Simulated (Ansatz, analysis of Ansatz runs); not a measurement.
# Li2CdCl4 (Imma), nudged elastic band: V_Li hop (4.5 Å) (q = −1), part 2 of 2

Wanted: path and barrier of a jump of Li in Li2CdCl4 (Imma) at charge −1. The case: V_Li hop (4.5 Å), in a cell of 56 host atoms with 1 Li taken out.

Ansatz 0.2.0; plane-wave PAW DFT, HSE06; nudged elastic band between two relaxed defect structures at fixed charge in a uniform background.

So far, barrier forward (eV): step 4 (nudged elastic band, charge −1) 0.567.

## Step 5: Single point at the start point, PBEsol

Three single points with PBEsol show how much the barrier depends on that choice; lattice and path are kept. The start is shown; top and end are run alike.

This step: plane-wave PAW DFT, PBEsol; single point of a defect supercell on a structure of the HSE06 path.

qm1.start.pbesol/input.yaml

```yaml
crystal:
  lattice:
    - [0.0, 7.62069283, 10.46883193]
    - [7.38022985, 0.0, 10.46883193]
    - [7.38022985, 7.62069283, 0.0]
  atoms:
    - { symbol: Li, position: [0.19517081, 0.4463234, 0.05411059] }
    - { symbol: Li, position: [0.69533545, 0.94607638, 0.55378014] }
[... 1 atom line left out ...]
    - { symbol: Li, position: [0.12845077, 0.62917357, 0.62126076] }
[... 4 atom lines left out ...]
    - { symbol: Li, position: [0.37924208, 0.37738369, 0.37112221] }
[... 6 atom lines left out ...]
    - { symbol: Cd, position: [0.00456631, -0.00456877, 0.49861535] }
[... 4 atom lines left out ...]
    - { symbol: Cd, position: [0.2514463, 0.74966369, 0.74410752] }
[... 4 atom lines left out ...]
    - { symbol: Cl, position: [0.64342978, 0.61168769, 0.38777602] }
    - { symbol: Cl, position: [0.88340389, 0.86904244, 0.63286062] }
    - { symbol: Cl, position: [0.24374051, 0.75043821, 0.50586641] }
[... 3 atom lines left out ...]
    - { symbol: Cl, position: [0.11667455, 0.63623304, 0.8659215] }
[... 4 atom lines left out ...]
    - { symbol: Cl, position: [0.4990379, 0.49472263, 0.24994185] }
[... 4 atom lines left out ...]
    - { symbol: Cl, position: [0.50148892, 0.50074714, 0.75329514] }
[... 1 atom line left out ...]
    - { symbol: Cl, position: [0.13264822, 0.61554565, 0.38420522] }
[... 8 atom lines left out ...]
    - { symbol: Cl, position: [0.36482737, 0.38255213, 0.61745492] }
[... 1 atom line left out ...]
    - { symbol: Cl, position: [0.8619867, 0.87848017, 0.12147188] }
total_charge: -1
basis:
  ecutwfc: 420
  xc_grid: 2
hamiltonian:
  xc: pbesol
kpoints:
  mp_grid: { grid: [1, 1, 1], shift: [0.25, 0.25, 0.25] }
scf:
  occupations: { method: fixed }
  max_iter: 100
output:
  forces: true
  eigenvalues: true
checkpoint:
  write: "../qm1.start.pbesol.run"
  compress: false
  write_wavefunctions: false
  write_every: 100000
```

Started as:

```
$ ansatz run input.yaml --threads 32 --pin off --max-ram 84787MiB --backend cuda --events-out ev --progress --plain --runs-dir out --max-vram 78GiB
```

Run time: 1.2 s. Hardware: 1 × NVIDIA GB200 with 32 threads of Arm Neoverse V2, shared host; peak memory 1.2 GiB; 3.5 s of CPU time.

Numbers from this step:

```yaml
free_energy: -102540.5454 eV
```

## Step 6: Barrier from single points, PBEsol

Analysis of the runs above: barrier from PBEsol single points on the HSE06 path.

It gives:

| Item | Value |
| --- | --- |
| barrier forward | 0.6057 eV |
| barrier backward | 0.4119 eV |
| end less start | 0.1939 eV |

This gives 0.606 eV against the band's 0.567 eV.

## Step 7: Single point at the top of the path, HSE06

A single point at the top of the band gives the levels near the gap and the populations there.

This step: plane-wave PAW DFT, HSE06; single point of a defect supercell on a structure of the HSE06 path.

qm1.top.probe/input.yaml

```yaml
crystal:
  lattice:
    - [0.0, 7.62069283, 10.46883193]
    - [7.38022985, 0.0, 10.46883193]
    - [7.38022985, 7.62069283, 0.0]
  atoms:
    - { symbol: Li, position: [0.19667474, 0.44596225, 0.05909366] }
    - { symbol: Li, position: [0.69489881, 0.94789232, 0.55949732] }
[... 1 atom line left out ...]
    - { symbol: Li, position: [0.2875874, 0.67566246, 0.33677998] }
[... 4 atom lines left out ...]
    - { symbol: Li, position: [0.38779225, 0.35685299, 0.37625195] }
[... 6 atom lines left out ...]
    - { symbol: Cd, position: [-0.00124489, -8.701e-05, 0.50807568] }
[... 4 atom lines left out ...]
    - { symbol: Cd, position: [0.24978889, 0.74611253, 0.75399446] }
[... 5 atom lines left out ...]
    - { symbol: Cl, position: [0.87940521, 0.87764842, 0.63276198] }
    - { symbol: Cl, position: [0.25490702, 0.77155422, 0.49707852] }
[... 3 atom lines left out ...]
    - { symbol: Cl, position: [0.11958265, 0.63576264, 0.87666005] }
    - { symbol: Cl, position: [0.36253648, 0.88989706, 0.1103601] }
[... 3 atom lines left out ...]
    - { symbol: Cl, position: [0.50699163, 0.4907245, 0.24487554] }
[... 2 atom lines left out ...]
    - { symbol: Cl, position: [0.00800568, -0.00537706, 0.24995231] }
[... 3 atom lines left out ...]
    - { symbol: Cl, position: [0.14022192, 0.61923872, 0.36350417] }
[... 8 atom lines left out ...]
    - { symbol: Cl, position: [0.37753202, 0.37469875, 0.60697777] }
[... 1 atom line left out ...]
    - { symbol: Cl, position: [0.85634146, 0.88245076, 0.11755908] }
total_charge: -1
basis:
  ecutwfc: 420
  xc_grid: 2
hamiltonian:
  xc: hse06
kpoints:
  mp_grid: { grid: [1, 1, 1], shift: [0.25, 0.25, 0.25] }
scf:
  occupations: { method: fixed }
  max_iter: 100
output:
  forces: true
  eigenvalues: true
  eigenstates: { localisation: true }
  populations: true
  write_density: true
  write_potential: true
  volumetric_format: npy
  elf: true
checkpoint:
  write: "../qm1.top.probe.run"
  compress: false
  write_wavefunctions: false
  write_every: 100000
```

It took 8.1 s on 1 × NVIDIA GB200 with 32 threads; peak memory 2.3 GiB.

This step gave:

| Property | Result |
| --- | --- |
| free energy | -103782.3185 eV |

States next to the filling edge at the first k-point, on the run's own zero (eigenstates.tsv). The participation number counts the atoms that a state is spread over, of 55; bands count from 0.

| spin | band | energy (eV) | occupation | participation | largest share on | share |
| --- | --- | --- | --- | --- | --- | --- |
| both | 209 | 1.403 | 2.00 | 20.7 | Cl33 | 0.12 |
| both | 210 | 1.454 | 2.00 | 14.4 | Cl32 | 0.16 |
| both | 211 | 1.478 | 2.00 | 14.9 | Cl27 | 0.19 |
| both | 212 | 1.507 | 2.00 | 18.9 | Cl32 | 0.12 |
| both | 213 | 1.543 | 2.00 | 17.7 | Cl33 | 0.14 |
| both | 214 | 1.636 | 2.00 | 17.2 | Cl26 | 0.14 |
| both | 215 | 7.000 | 0.00 | 31.7 | Cd23 | 0.07 |
| both | 216 | 7.466 | 0.00 | 27.8 | Cd18 | 0.09 |
| both | 217 | 8.045 | 0.00 | 13.3 | Cd23 | 0.19 |
| both | 218 | 8.095 | 0.00 | 21.2 | Cd21 | 0.11 |
| both | 219 | 8.201 | 0.00 | 25.2 | Cd22 | 0.10 |

Under HSE06 at one point at (¼, ¼, ¼), the highest filled state is spread over 17 of 55 atoms, and the lowest empty one, 5.36 eV above it, is spread over 32 of 55 atoms.

The distance between the highest filled and the lowest empty level goes from 5.44 eV at the start to 5.36 eV at the top.

## Step 8: Results

| Quantity | Value |
| --- | --- |
| barrier forward | 0.57 eV (in doubt, see below) |
| barrier backward | 0.44 eV |
| end less start | 0.12 eV |
| hop length | 4.42 Å |
| band iterations, as the log counts them | 18 |
| barrier from single points, PBEsol | 0.61 eV (in doubt, see below) |

What this shows: The top of the band lies 0.57 eV above the start and 0.44 eV above the end. In at least one step between neighbouring images a covalent bond changes partner or an atom goes far. The images sample such a step coarsely, so the top may lie higher. At the top Li4 stands 2.23 Å from its nearest Cl, 0.25 Å closer than at the start. Across functionals on this path (HSE06 0.567 and PBEsol 0.606 eV) the forward values spread by 0.038 eV. The order of the top as a saddle was not checked for all atoms, so a bent path could be lower. No image-charge correction is applied; it largely cancels along a path if the charge stays localised alike. Limits: one k-point off the zone centre stands for the whole zone; spin–orbit coupling, which can matter with heavy atoms, is left out.

[Logs are printed without paths, hosts, clocks, repeated set-up lines and the standing remarks that a program may print on its own settings, such as how far it seeks lower states.]

[Hosts, paths, dates, database ids (printed as entryN), source tags and the programs' standing remarks are cut or masked in the printed files.]
